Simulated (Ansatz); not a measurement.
# CdCu2Si2: relaxing a made-up structure, part 2 of 2

This structure for CdCu2Si2 is made up. Its elements were placed in a known structure type with a cell scaled to their sizes. What cell does the guess relax to, and how far off was it?

Ansatz 0.2.0; DFT, PBEsol, plane-wave PAW, default files, scalar-relativistic, ferromagnetic start, cell and ions relaxed at zero pressure (the session's first sound run).

So far: The starting structure; Relaxing cell and atoms. The relaxed cell has a = 3.894, c = 10.068 Å (conventional setting).

### 3. Electronic structure of the relaxed cell

With the geometry fixed, one more self-consistent run, with a narrower smearing and the mesh shown in its input, gives the bands, and its pressure, and its forces where symmetry allows any, show how far the geometry depends on these settings.

This step: DFT, PBEsol, plane-wave PAW, default files, scalar-relativistic, no spin, bands and density of states at the relaxed cell (Ansatz 0.2.0).

Contents of input.yaml:

```yaml
crystal:
  lattice:
    - [-1.9467713004, 1.9467713004, 5.0337737673]
    - [1.9467713004, -1.9467713004, 5.0337737673]
    - [1.9467713004, 1.9467713004, -5.0337737673]
  atoms:
    - { symbol: Cd, position: [0.0, 0.0, 0.0] }
    - { symbol: Cu, position: [0.25, 0.75, 0.5] }
    - { symbol: Cu, position: [0.75, 0.25, 0.5] }
    - { symbol: Si, position: [0.6147253241, 0.6147253241, 0.0] }
    - { symbol: Si, position: [0.3852746759, 0.3852746759, 0.0] }
kpoints:
  mp_grid: { grid: [12, 12, 12] }
  band_path:
    path:
      - [[0.0, 0.0, 0.0], [-0.5, 0.5, 0.0], [-0.5, 0.5, -0.07478465], [-0.28739233, 0.28739233, -0.28739233], [0.0, 0.0, 0.0], [0.5, 0.5, -0.5], [0.28739233, 0.71260767, -0.71260767], [0.0, 0.5, -0.5], [-0.25, 0.75, -0.25], [0.07478465, 0.92521535, -0.5], [0.5, 0.5, -0.5]]
      - [[-0.5, 0.5, 0.0], [-0.25, 0.75, -0.25]]
    npoints: 7
scf:
  occupations: { method: fermi_dirac, width: 0.03 }
  n_extra_bands: 9
hamiltonian:
  xc: pbesol
  pseudopotentials: { kind: paw }
output:
  forces: true
  stress: true
  write_bands: true
  dos: { projected: true }
  write_density: true
  write_potential: true
  elf: true
  volumetric_format: npy
```

Command:

```
ansatz run input.yaml --threads 4 --pin off --max-ram 8192MiB --backend cpu --events-out ev --progress --plain --runs-dir out
```

Numbers of over 12 decimals in the logs are rounded to 6 here.

Log:

```text
[...]
Crystal: 5 atoms, lattice volume = 76.310 Å³
Basis set: ecut = 420 eV, 1509 PW (Γ), exchange–correlation on 80×80×80 points (8 copies of the dense FFT grid, shifted against one another)
Bands: 42, of which v1, the nominal top of the filled ones, is band 33 counted from 1 (32 counted from 0)
Symmetry: 16 space group operations
[...]
k-points: 163 of 1728
[...]
SCF iter   1: F=—  HF=-22604.019086 eV  |F-HF|=—  |Δ(HF+E_count)|=         —  Δρ=1.30e-2  dr2=7.17e-2  ethr=1.77e-3  ⟨swp⟩=6.1  Hψ=27298  notcnv=0  defer=19
[...]
SCF iter   8: F=-22604.002650 eV  HF=-22604.002650 eV  |F-HF|=9.86e-9  |Δ(HF+E_count)|=   3.22e-8  Δρ=3.85e-6  dr2=1.39e-8  ethr=1.52e-10  ⟨swp⟩=7.0  Hψ=36492  notcnv=0
SCF 1 converged in 8 iterations: F = -22604.002650 eV  dr2 = 1.39e-8
[...]
NSCF: frozen V_eff on 79 k-points
SCF converged after 8 iterations
Free energy (F): -22604.002650 eV
[...]
Internal energy: -22603.997599 eV  (E = F + TS)
E sigma→0 (E₀):  -22604.000124 eV
Entropy (-TS):   -0.005050 eV (-1.010 meV/atom)
Fermi energy:    13.105412 eV
[...]
--- Forces (eV/Å), atoms counted from 1 ---
  atom   1  Cd     0.00000000     0.00000000     0.00000000
  atom   2  Cu     0.00000000    -0.00000000     0.00000000
  atom   3  Cu     0.00000000     0.00000000     0.00000000
  atom   4  Si     0.00000000    -0.00000000     0.01053269
  atom   5  Si     0.00000000    -0.00000000    -0.01053269
  max |Σ_I F_I| component: 1.56e-17 eV/Å
--- Stress (GPa, compression-positive) ---
       -0.322259       0.000000       0.000000
        0.000000      -0.322259      -0.000000
       -0.000000       0.000000       0.710558
  P = ⅓ Tr σ = 0.0220 GPa (0.220 kbar)
--- Band table (eV; the first three rows and the last of 163) ---
  k-point 0: bands = [... 29 lower, 10.5004, 12.6414, 12.6414, 13.2552, 13.2552, 13.4632, 16.1255, 16.1275, ... 5 higher]
  k-point 1: bands = [... 29 lower, 10.3467, 12.2047, 12.3305, 12.3620, 12.8009, 14.8082, 16.7371, 16.8396, ... 5 higher]
  k-point 2: bands = [... 29 lower, 9.9901, 11.3905, 11.8679, 11.9083, 11.9285, 16.1272, 17.4958, 17.9128, ... 5 higher]
  k-point 162: bands = [... 29 lower, 11.0447, 11.0447, 12.6457, 13.9113, 15.4405, 16.0389, 16.8703, 16.8703, ... 5 higher]
```

Wall time 17 s (4 threads of Arm Neoverse V1, shared host); peak memory 0.68 GiB.

In the SCF lines HF is the Harris–Foulkes energy and dr2 the Hartree energy of the density residual, in eV; the loop may stop once dr2 is under the threshold and the program's other checks hold. Hψ counts applications of the Hamiltonian.

This step gave:

```
free energy             : -22604.0026 eV
energy at zero smearing : -22604.0001 eV
smearing term TS        : 0.005050 eV
Fermi energy            : 13.11 eV
pressure                : 0.02201 GPa
```

From bands.tsv, the bands that come nearest the Fermi level along the path, at its corners, in eV from the Fermi level:

| point | band 30 | band 31 | band 32 | band 33 | band 34 | band 35 | band 36 | band 37 |
| --- | --- | --- | --- | --- | --- | --- | --- | --- |
| Γ | -2.60 | -0.46 | -0.46 | 0.15 | 0.15 | 0.36 | 3.02 | 3.02 |
| X | -3.26 | -3.26 | -2.31 | -1.64 | -0.28 | -0.12 | 1.63 | 1.94 |
| Y | -3.26 | -2.56 | -2.30 | -1.30 | -0.04 | 0.02 | 1.79 | 2.02 |
| S | -3.41 | -1.68 | -0.94 | 0.20 | 2.34 | 2.51 | 3.24 | 4.17 |
| Γ | -2.60 | -0.46 | -0.46 | 0.15 | 0.15 | 0.36 | 3.02 | 3.02 |
| Z | -2.06 | -2.06 | -0.46 | 0.81 | 2.34 | 2.93 | 3.76 | 3.76 |
| S1 | -3.41 | -1.68 | -0.94 | 0.20 | 2.34 | 2.51 | 3.24 | 4.17 |
| N | -3.40 | -2.61 | -0.14 | 0.77 | 1.80 | 1.81 | 2.65 | 4.14 |
| P | -3.25 | -2.66 | -2.66 | -1.27 | -1.27 | -0.87 | 3.51 | 3.58 |
| Y1 | -3.26 | -2.56 | -2.30 | -1.30 | -0.04 | 0.02 | 1.79 | 2.02 |
| Z | -2.06 | -2.06 | -0.46 | 0.81 | 2.34 | 2.93 | 3.76 | 3.76 |
| X | -3.26 | -3.26 | -2.31 | -1.64 | -0.28 | -0.12 | 1.63 | 1.94 |
| P | -3.25 | -2.66 | -2.66 | -1.27 | -1.27 | -0.87 | 3.51 | 3.58 |

ELF in the ab plane of the cell as run, not the conventional one, at fractional z = 0.000, with atoms of Cd and Si within 0.2 Å of it. It is the smooth field of the valence electrons, not physical close to the nuclei.

Ten even steps from '0' (0.10) to '9' (0.90), each cell a mean:
```
8741023322100136
5541124553200013
2221125776420001
0110135666641000
1111246533454200
2344567733346421
2467678984336632
2367547998336752
2357523799756753
1246534378765543
1124533247643222
0001455556521110
0000146777410111
3100024566411244
6310012334311257
9630011222210258
```
Columns run along a (5.7 Å), rows up along b (5.7 Å). Atoms in or near the plane, at fractional coordinates: Cd at (0.00, 0.00), Si at (0.61, 0.61), Si at (0.39, 0.39).

Valence density in the ab plane of the cell as run, not the conventional one, at fractional z = 0.000, with atoms of Cd and Si within 0.2 Å of it. It is the smooth field of the valence electrons, not physical close to the nuclei.

Values in e/Å³, 16 rows by 16 columns, each cell a mean:
```
19 14  4  1  0  0  0  0  0  0  0  0  0  0  2 10
 6  7  3  1  0  0  0  0  0  0  0  0  0  0  0  2
 1  2  1  1  0  0  0  0  0  0  0  0  0  0  0  0
 0  0  0  0  0  0  0  0  0  0  0  0  0  0  0  0
 0  0  0  0  0  0  0  0  0  0  0  0  0  0  0  0
 0  0  0  0  0  0  0  0  0  0  0  0  0  0  0  0
 0  0  0  0  0  0  0  0  0  0  0  0  0  0  0  0
 0  0  0  0  0  0  0  1  1  0  0  0  0  0  0  0
 0  0  0  0  0  0  0  0  1  0  0  0  0  0  0  0
 0  0  0  0  0  0  0  0  0  0  0  0  0  0  0  0
 0  0  0  0  0  0  0  0  0  0  0  0  0  0  0  0
 0  0  0  0  0  0  0  0  0  0  0  0  0  0  0  0
 0  0  0  0  0  0  0  0  0  0  0  0  0  1  1  1
 2  0  0  0  0  0  0  0  0  0  0  0  0  1  3  4
10  3  0  0  0  0  0  0  0  0  0  0  0  2  7 14
22 10  2  0  0  0  0  0  0  0  0  0  0  1  6 19
```
Columns run along a (5.7 Å), rows up along b (5.7 Å). Atoms in or near the plane, at fractional coordinates: Cd at (0.00, 0.00), Si at (0.61, 0.61), Si at (0.39, 0.39).

Electrostatic potential energy in the ab plane of the cell as run, not the conventional one, at fractional z = 0.000, with atoms of Cd and Si within 0.2 Å of it. With pseudopotentials it is smooth inside the atoms' cores, unlike the true potential.

Ten even steps from '0' (-46 eV) to '9' (16 eV), each cell a mean:
```
4457999999999865
5557999999999986
7668999888999998
9889998755799999
9999998620379999
9999999620037999
9998778850005899
9997435775225899
9997300478667899
9998400058988999
9999720037999999
9999974347999999
8999998778999877
6899999999998655
5689999999998654
3568999999999754
```
Columns run along a (5.7 Å; values clipped at the 3rd and 97th percentile), rows up along b (5.7 Å). Atoms in or near the plane, at fractional coordinates: Cd at (0.00, 0.00), Si at (0.61, 0.61), Si at (0.39, 0.39).

### 4. Outcome

| Item | Value |
| --- | --- |
| space group, relaxed | I4/mmm |
| conventional cell | a = 3.894, b = 3.894, c = 10.068 Å; α = 90.0°, β = 90.0°, γ = 90.0° |
| volume per atom | 15.26 Å³ (guess 14.47) |
| total moment | 0.00 μB in the cell of 5 atoms |

**Reading.** CdCu2Si2 relaxes to I4/mmm with a = 3.894, b = 3.894 and c = 10.068 Å. The guessed volume was 5 % too small. The space group I4/mmm was held in the relaxation, so the end point is a stationary structure within it and may be a saddle against distortions or other arrangements. The moments died out from this one start and weren't seeded again at the relaxed cell. Bands cross the Fermi level, so it is a metal or semimetal at this level. On the 12×12×12 mesh with the narrower smearing (relaxed on 9×9×9) the largest force component is 0.011 eV/Å and the largest stress component is 0.711 GPa, against the relaxation's thresholds of 0.015 eV/Å and 0.05 GPa. The cutoff wasn't tested. No dispersion term is used, so weakly bound directions may come out too long. Nothing here tests whether the compound is stable against decomposition.

[Logs are printed without paths, hosts, clocks, repeated set-up lines and the standing remarks that a program may print on its own settings, such as how far it seeks lower states.]

[Hosts, paths, dates, database ids (printed as entryN), source tags and the programs' standing remarks are cut or masked in the printed files.]
